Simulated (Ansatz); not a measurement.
# C on Cu(111): change of the work function, part 3 of 4

Wanted: Δφ(θ) for C/Cu(111), starting from the fcc site.

Ansatz 0.2.0; plane-wave DFT, PBE, Ansatz PAW.

So far, work function, upper face (eV): step 2 (the clean slab) 4.79; step 3 (37 atoms, coverage 0.111 ML, cell 3x3) 5.14.

## Step 4: The covered slab, k-mesh 6×6×1, coverage 0.25 ML

System of this step: Cu16C (C/Cu(111)). The cell holds 17 atoms: 16 Cu and 1 C. Cell: a = 5.105 Å, b = 5.105 Å, c = 25.808 Å, α = 90.0°, β = 90.0°, γ = 60.0°. Vacuum lies along c.

Another coverage, to see how the dipoles act on each other as their distance changes.

The input, input.yaml:

```yaml
crystal:
  lattice:
    - [5.1053109602, 1.0e-10, 0.0]
    - [2.5526554801, 4.4213289858, 0.0]
    - [0.0, 0.0, 25.8076507124]
  atoms:
    - { symbol: Cu, position: [0.0, 0.0, 0.348733796] }
    - { symbol: Cu, position: [0.1666666667, 0.1666666667, 0.4294941293] }
    - { symbol: Cu, position: [0.3333333333, 0.3333333333, 0.5102544626] }
    - { symbol: Cu, position: [0.0, 0.0, 0.5910147958] }
    - { symbol: Cu, position: [0.0, 0.5, 0.348733796] }
    - { symbol: Cu, position: [0.1666666667, 0.6666666667, 0.4294941293] }
    - { symbol: Cu, position: [0.3333333333, 0.8333333333, 0.5102544626] }
    - { symbol: Cu, position: [0.0, 0.5, 0.5910147958] }
    - { symbol: Cu, position: [0.5, 0.0, 0.348733796] }
    - { symbol: Cu, position: [0.6666666667, 0.1666666667, 0.4294941293] }
    - { symbol: Cu, position: [0.8333333333, 0.3333333333, 0.5102544626] }
    - { symbol: Cu, position: [0.5, 0.0, 0.5910147958] }
    - { symbol: Cu, position: [0.5, 0.5, 0.348733796] }
    - { symbol: Cu, position: [0.6666666667, 0.6666666667, 0.4294941293] }
    - { symbol: Cu, position: [0.8333333333, 0.8333333333, 0.5102544626] }
    - { symbol: Cu, position: [0.5, 0.5, 0.5910147958] }
    - { symbol: C, position: [0.1666666667, 0.1666666667, 0.651266204] }
kpoints:
  mp_grid: { grid: [6, 6, 1] }
hamiltonian:
  xc: pbe
scf:
  occupations: { method: fermi_dirac, width: 0.1 }
  convergence: { dr2_threshold: 1.0e-08 }
efield:
  axis: 3
  dipole_correction: true
  ramp_position: 0.97
  ramp_width: 0.06
relax:
  f_tol: 0.02
  max_steps: 60
  constraints: [{ sites: [0, 1, 4, 5, 8, 9, 12, 13] }]
output:
  dos: { projected: true, e_range: [-8, 4] }
  write_potential: true
  write_density: true
  volumetric_format: npy
  elf: true
```

Started as:

```bash
ansatz run input.yaml --threads 4 --pin off --max-ram 16384MiB --backend cpu --events-out ev --progress --plain --runs-dir out
```

Standard output:

```text
[...]
Crystal: 17 atoms, lattice volume = 582.537 Å³
Basis set: ecut = 420 eV, 11445 PW (Γ), exchange–correlation on 72×72×360 points (8 copies of the dense FFT grid, shifted against one another)
Bands: 185, of which v1, the nominal top of the filled ones, is band 154 counted from 1 (153 counted from 0)
Symmetry: 6 space group operations
[...]
k-points: 7 of 36 (time reversal used)
[...]
SCF iter   1: F=—  HF=-106246.064225 eV  |F-HF|=—  |Δ(HF+E_count)|=         —  Δρ=2.30e-3  dr2=1.55e-1  ethr=1.77e-3  p=-0.172 e·Å  D=-5.33e-2 V/Å  ΔV_dip=1.38 eV  dr2_dipole=5.90e-2  V_vac-E_F(+/−)=6.07/4.70 eV  ⟨swp⟩=7.4  Hψ=5377  notcnv=0  defer=105
[...]
SCF iter  13: F=-106246.092641 eV  HF=-106246.092640 eV  |F-HF|=6.29e-8  |Δ(HF+E_count)|=   4.23e-8  Δρ=7.21e-7  dr2=4.35e-9  ethr=3.25e-12  p=-0.159 e·Å  D=-4.93e-2 V/Å  ΔV_dip=1.27 eV  dr2_dipole=9.30e-10  V_vac-E_F(+/−)=6.11/4.83 eV  ⟨swp⟩=7.9  Hψ=8619  notcnv=0
SCF 1 converged in 13 iterations: F = -106246.092641 eV  dr2 = 4.35e-9
[...]
relax step   1: F+E_penalty+E_count = -106246.09264050 eV  Δ(F+E_penalty+E_count) = +0.000e0 eV  max|allowed force component| = 3.445e0 eV/Å  Δτ_max = 0.0000 Å  (13 SCF iters, accepted)
[...]
SCF iter  13: F=-106246.662063 eV  HF=-106246.662063 eV  |F-HF|=8.60e-8  |Δ(HF+E_count)|=   2.63e-7  Δρ=1.16e-6  dr2=7.41e-9  ethr=3.25e-12  p=-0.143 e·Å  D=-4.44e-2 V/Å  ΔV_dip=1.15 eV  dr2_dipole=1.80e-11  V_vac-E_F(+/−)=5.98/4.83 eV  ⟨swp⟩=15.0  Hψ=9880  notcnv=0
SCF 2 converged in 13 iterations: F = -106246.662063 eV  dr2 = 7.41e-9
relax step   2: F+E_penalty+E_count = -106246.66206340 eV  Δ(F+E_penalty+E_count) = -5.694e-1 eV  max|allowed force component| = 2.717e0 eV/Å  Δτ_max = 0.1868 Å  (13 SCF iters, accepted)
[...]
SCF iter  14: F=-106247.078604 eV  HF=-106247.078604 eV  |F-HF|=1.64e-8  |Δ(HF+E_count)|=   8.99e-8  Δρ=5.11e-7  dr2=4.11e-9  ethr=3.25e-12  p=-0.113 e·Å  D=-3.51e-2 V/Å  ΔV_dip=0.91 eV  dr2_dipole=6.95e-10  V_vac-E_F(+/−)=5.73/4.83 eV  ⟨swp⟩=14.7  Hψ=9454  notcnv=0
SCF 3 converged in 14 iterations: F = -106247.078604 eV  dr2 = 4.11e-9
relax step   3: F+E_penalty+E_count = -106247.07860383 eV  Δ(F+E_penalty+E_count) = -4.165e-1 eV  max|allowed force component| = 4.486e-1 eV/Å  Δτ_max = 0.1996 Å  (14 SCF iters, accepted)
[...]
relax step   4: F+E_penalty+E_count = -106247.11084274 eV  Δ(F+E_penalty+E_count) = -3.224e-2 eV  max|allowed force component| = 2.340e-1 eV/Å  Δτ_max = 0.0623 Å  (11 SCF iters, accepted)
[...]
relax step   5: F+E_penalty+E_count = -106247.11793440 eV  Δ(F+E_penalty+E_count) = -7.092e-3 eV  max|allowed force component| = 7.876e-2 eV/Å  Δτ_max = 0.0259 Å  (10 SCF iters, accepted)
SCF iter   1: F=—  HF=-106247.118779 eV  |F-HF|=—  |Δ(HF+E_count)|=         —  Δρ=4.00e-4  dr2=5.72e-4  ethr=1.16e-6  p=-0.103 e·Å  D=-3.20e-2 V/Å  ΔV_dip=0.83 eV  dr2_dipole=9.38e-6  V_vac-E_F(+/−)=5.66/4.83 eV  ⟨swp⟩=3.0  Hψ=2750  notcnv=0  defer=90
[...]
SCF iter   9: F=-106247.118373 eV  HF=-106247.118373 eV  |F-HF|=5.29e-8  |Δ(HF+E_count)|=   3.66e-8  Δρ=9.10e-7  dr2=7.64e-9  ethr=3.25e-12  p=-0.102 e·Å  D=-3.18e-2 V/Å  ΔV_dip=0.82 eV  dr2_dipole=1.29e-9  V_vac-E_F(+/−)=5.65/4.83 eV  ⟨swp⟩=11.1  Hψ=10114  notcnv=0
SCF 6 converged in 9 iterations: F = -106247.118373 eV  dr2 = 7.64e-9
relax step   6: F+E_penalty+E_count = -106247.11837343 eV  Δ(F+E_penalty+E_count) = -4.390e-4 eV  max|allowed force component| = 3.077e-3 eV/Å  Δτ_max = 0.0059 Å  (9 SCF iters, accepted)
[...]
SCF converged after 9 iterations
Free energy (F): -106247.118373 eV
[...]
Internal energy: -106246.878886 eV  (E = F + TS)
E sigma→0 (E₀):  -106246.998630 eV
Entropy (-TS):   -0.239488 eV (-14.088 meV/atom)
Fermi energy:    2.104377 eV
Dipole field:    D = -0.031838 V/Å  (p = -0.102495 e·Å, saw-weighted, corrected)
Work function:   Φ+ = 5.6503 eV   Φ− = 4.8287 eV
[...]
--- Forces (eV/Å), atoms counted from 1 ---
  atom   1  Cu     0.03839158     0.02216539     0.00619769
  atom   2  Cu     0.00000000    -0.00000000    -0.02238317
  atom   3  Cu     0.00011025     0.00006365     0.00074448
  atom   4  Cu     0.00077436     0.00044707    -0.00007102
  atom   5  Cu     0.00000000    -0.04433078     0.00619769
  atom   6  Cu     0.00881383    -0.00508866     0.02366441
  atom   7  Cu     0.00000000    -0.00012731     0.00074448
  atom   8  Cu     0.00000000    -0.00089415    -0.00007102
  atom   9  Cu    -0.03839158     0.02216539     0.00619769
  atom  10  Cu    -0.00000000     0.01017733     0.02366441
  atom  11  Cu    -0.00011025     0.00006365     0.00074448
  atom  12  Cu    -0.00077436     0.00044707    -0.00007102
  atom  13  Cu     0.00000000    -0.00000000    -0.06642176
  atom  14  Cu    -0.00881383    -0.00508866     0.02366441
  atom  15  Cu    -0.00000000     0.00000000    -0.00307702
  atom  16  Cu     0.00000000     0.00000000     0.00035177
  atom  17  C     -0.00000000     0.00000000    -0.00005769
  max |Σ_I F_I| component: 1.88e-5 eV/Å
--- Band table (eV; the first three rows and the last of 7) ---
  k-point 0: bands = [... 150 lower, 1.4359, 1.4359, 2.2329, 2.2431, 2.2431, 2.9621, 2.9621, 3.1029, ... 27 higher]
  k-point 1: bands = [... 150 lower, 1.4685, 1.4940, 1.7928, 2.1080, 2.1208, 2.2677, 2.9021, 3.0388, ... 27 higher]
  k-point 2: bands = [... 150 lower, 1.2531, 1.4794, 1.7949, 2.0729, 2.1930, 2.3932, 2.9791, 3.0258, ... 27 higher]
  k-point 6: bands = [... 150 lower, 0.6674, 1.0289, 1.1510, 1.7443, 2.2237, 2.7862, 3.5158, 4.2361, ... 27 higher]
--- Relaxed structure (6 steps of the walk, 6 accepted, 0 SCFs on fresh bases) ---
  F+E_penalty+E_count = -106247.11837343 eV   max|allowed force component| = 3.077e-3 eV/Å
  atoms:
    - { symbol: Cu, position: [-1.795949e-17, -1.795949e-17, 0.348734] }
    - { symbol: Cu, position: [0.166667, 0.166667, 0.429494] }
    - { symbol: Cu, position: [0.333655, 0.333655, 0.510328] }
    - { symbol: Cu, position: [-0.00482063, -0.00482063, 0.592180] }
    - { symbol: Cu, position: [0.0, 0.500000, 0.348734] }
    - { symbol: Cu, position: [0.166667, 0.666667, 0.429494] }
    - { symbol: Cu, position: [0.333655, 0.832689, 0.510328] }
    - { symbol: Cu, position: [-0.00482063, 0.509641, 0.592180] }
    - { symbol: Cu, position: [0.500000, -1.795949e-17, 0.348734] }
    - { symbol: Cu, position: [0.666667, 0.166667, 0.429494] }
    - { symbol: Cu, position: [0.832689, 0.333655, 0.510328] }
    - { symbol: Cu, position: [0.509641, -0.00482063, 0.592180] }
    - { symbol: Cu, position: [0.500000, 0.500000, 0.348734] }
    - { symbol: Cu, position: [0.666667, 0.666667, 0.429494] }
    - { symbol: Cu, position: [0.833333, 0.833333, 0.510501] }
    - { symbol: Cu, position: [0.500000, 0.500000, 0.593062] }
    - { symbol: C, position: [0.166667, 0.166667, 0.632649] }
```

The job ended after 3.2 min (4 threads of Arm Neoverse V1, shared host; peak memory 2.6 GiB; 13 min of CPU time).

Step by step:

```csv
step,energy less that of the first step (eV),largest force component (eV/Å)
1,0.0000,3.4451
2,-0.5694,2.7168
3,-0.9860,0.4486
4,-1.0182,0.2340
5,-1.0253,0.0788
6,-1.0257,0.0031
```

Forces are held to the 6 operations that the program found; a distortion that breaks them can't arise in this run.

The atoms that moved most (Å):

```csv
atom,dx,dy,dz,length
C17,0.000,0.000,-0.480,0.480
Cu16,0.000,0.000,0.053,0.053
Cu4,-0.037,-0.021,0.030,0.052
Cu8,0.000,0.043,0.030,0.052
Cu12,0.037,-0.021,0.030,0.052
Cu15,0.000,0.000,0.006,0.006
```

Final coordinates:

```
Cu C
1.0
     5.10531    0.00000    0.00000
     2.55266    4.42133    0.00000
     0.00000    0.00000   25.80765
Cu C
16 1
Direct
  0.00000 0.00000 0.34873
  0.16667 0.16667 0.42949
  0.33366 0.33366 0.51033
  0.99518 0.99518 0.59218
  0.00000 0.50000 0.34873
  0.16667 0.66667 0.42949
  0.33366 0.83269 0.51033
  0.99518 0.50964 0.59218
  0.50000 0.00000 0.34873
  0.66667 0.16667 0.42949
  0.83269 0.33366 0.51033
  0.50964 0.99518 0.59218
  0.50000 0.50000 0.34873
  0.66667 0.66667 0.42949
  0.83333 0.83333 0.51050
  0.50000 0.50000 0.59306
  0.16667 0.16667 0.63265
```

Read from the output:

```yaml
energy_at_zero_smearing: -106246.9986 eV
work_function_upper_face: 5.650 eV
work_function_lower_face: 4.829 eV
dipole_along_the_normal: -0.1025 e·Å
step_between_the_vacuum_levels: 0.8216 eV
```

The density of states has structure finer than the step of the table below, so its rows give means over 0.25 eV. Peaks (eV: height): -3.250: 73.8, -2.950: 92.1, -2.740: 91.7, -2.650: 103, -2.080: 80.7, -1.800: 82.1, -1.620: 111.

Density of states against energy, zero at the Fermi level; means over each step:

```csv
energy (eV),density of states (states/eV a cell)
-7.75,1.08
-7.50,1.51
-7.25,2.25
-7.00,1.88
-6.75,2.97
-6.50,3.03
-6.25,3.17
-6.00,1.73
-5.75,5.10
-5.50,6.40
-5.25,8.02
-5.00,12.1
-4.75,18.6
-4.50,20.8
-4.25,31.3
-4.00,37.3
-3.75,33.9
-3.50,38.2
-3.25,49.1
-3.00,54.2
-2.75,65.2
-2.50,44.0
-2.25,54.0
-2.00,61.9
-1.75,72.8
-1.50,39.7
-1.25,7.42
-1.00,9.31
-0.75,8.34
-0.50,3.49
-0.25,6.86
0.00,7.45
0.25,7.01
0.50,2.68
0.75,3.70
1.00,6.53
1.25,6.77
1.50,4.78
1.75,4.25
```

Projected DOS per atom over height of the atomic layer and energy from the Fermi level. Layers: Cu4 Cu4 Cu4 Cu4 C from below.

Ten even steps from '_' (0.02 states/eV) to '@' (4.98 states/eV), each cell a mean:
```
________..
________..
________..
________..
________::
________::
________..
==----..__
@@%%##**__
##++##++__
@@##****__
==++****__
--==--++__
::======__
..::::::..
__....::..
______..__
__________
__________
__________
__________
__________
```
Columns: height of the atomic layer (Å) from 9 to 16.3 (not evenly spaced); rows upwards: energy from the Fermi level (eV) from -7.96 to 1.95.

Electrostatic potential energy in the ca plane at fractional y = 0.167, with atoms of Cu and C within 0.2 Å of it. With pseudopotentials it is smooth inside the atoms' cores, unlike the true potential.

Ten even steps from '0' (-43 eV) to '9' (8 eV), each cell a mean:
```
98645789888987546887547899999999999999999999
98655788888887546887557899999999999999999999
99877887434788778898778999999999999999999999
99988985000489888999889999999999999999999999
99999983000389999999999999999999999999999999
99888985100588888999888999999999999999999999
99767888545888767888768999999999999999999999
98645789888987546887546899999999999999999999
98655788888887546887657899999999999999999999
99877887434788778898777668999999999999999999
99988985000589888999885004899999999999999999
99999983000389999999983003899999999999999999
99888985100589888999885115999999999999999999
99767888545888777898777778999999999999999999
```
Columns run along c (16.0 Å, from fractional 0.30 to 0.92 of the cell; values clipped at the 3rd and 97th percentile), rows up along a (5.1 Å). Atoms in or near the plane, at fractional coordinates: Cu at (0.43, 0.17), Cu at (0.43, 0.67), C at (0.63, 0.17).

Valence density in the ca plane at fractional y = 0.167, with atoms of Cu and C within 0.2 Å of it. It is the smooth field of the valence electrons, not physical close to the nuclei.

Ten steps, logarithmic in the rise over the least value, from '0' (0 e/Å³) to '9' (48 e/Å³), each cell a mean:
```
00122100010001222101221100000000000000000000
00122100111001221101221000000000000000000000
00111101343101111001111000000000000000000000
00000012686210000000000000000000000000000000
00000013798310000000000000000000000000000000
00011002676210000000110000000000000000000000
00111101232101111001111000000000000000000000
00122100010001222101221000000000000000000000
00122100111001221101221110000000000000000000
00111101343101111000111221000000000000000000
00000012686210000000012322100000000000000000
00000013798310000000012332100000000000000000
00011002676210000000112222100000000000000000
00111101232101111001111211000000000000000000
```
Columns run along c (16.0 Å, from fractional 0.30 to 0.92 of the cell), rows up along a (5.1 Å). Atoms in or near the plane, at fractional coordinates: Cu at (0.43, 0.17), Cu at (0.43, 0.67), C at (0.63, 0.17).

ELF in the ca plane at fractional y = 0.167, with atoms of Cu and C within 0.2 Å of it. It is the smooth field of the valence electrons, not physical close to the nuclei.

Ten even steps from '0' (0.00) to '9' (0.84), each cell a mean:
```
21222222222221222222222466531000000000000000
21222122222222222222221233210000000000000000
22222222222222222222222221000000000000000000
23322322474223222222223221000000000000000000
23333322696223332223333221000000000000000000
22222322354223222222222221000000000000000000
22222222222222221222222221100000000000000000
21222122222222222222222233210000000000000000
22222222222222222222222577641000000000000000
22222222222222222222225899863100000000000000
23322322474223222222257669984200000000000000
33333322696223332222357238985200000000000000
23222222354223222222247779974200000000000000
22222222222222221222225899863100000000000000
```
Columns run along c (16.0 Å, from fractional 0.30 to 0.92 of the cell), rows up along a (5.1 Å). Atoms in or near the plane, at fractional coordinates: Cu at (0.43, 0.17), Cu at (0.43, 0.67), C at (0.63, 0.17).

The relaxation took 6 steps and lowered the energy by 1.0 eV; the largest force on the free atoms ends at 0.0031 eV/Å.

By hand: a sheet of dipoles makes a step −p/(ε₀A) in the electron's potential. With e/ε₀ = 180.95 V·Å, p = -0.1025 e·Å and A = 22.57 Å², that is −180.95 × (-0.1025) / 22.57 = +0.822 eV, and the two vacuum levels of the run differ by +0.822 eV.

The covered face has 5.65 eV, +0.86 eV against the clean one; the bare back face has moved by +0.04 eV, a measure of how thin the slab is.

(Part 3 of 4 ends here.)

[Long decimals in the printed logs are rounded to 6 places.]

[Logs are printed without paths, hosts, clocks, repeated set-up lines and the standing remarks that a program may print on its own settings, such as how far it seeks lower states.]

[Hosts, paths, dates, database ids (printed as entryN), source tags and the programs' standing remarks are cut or masked in the printed files.]

[Maps of the electrostatic potential energy from Ansatz leave out the sawtooth potential of an applied field or a dipole correction, so their vacuum need not be flat; planar profiles and work functions include it.]
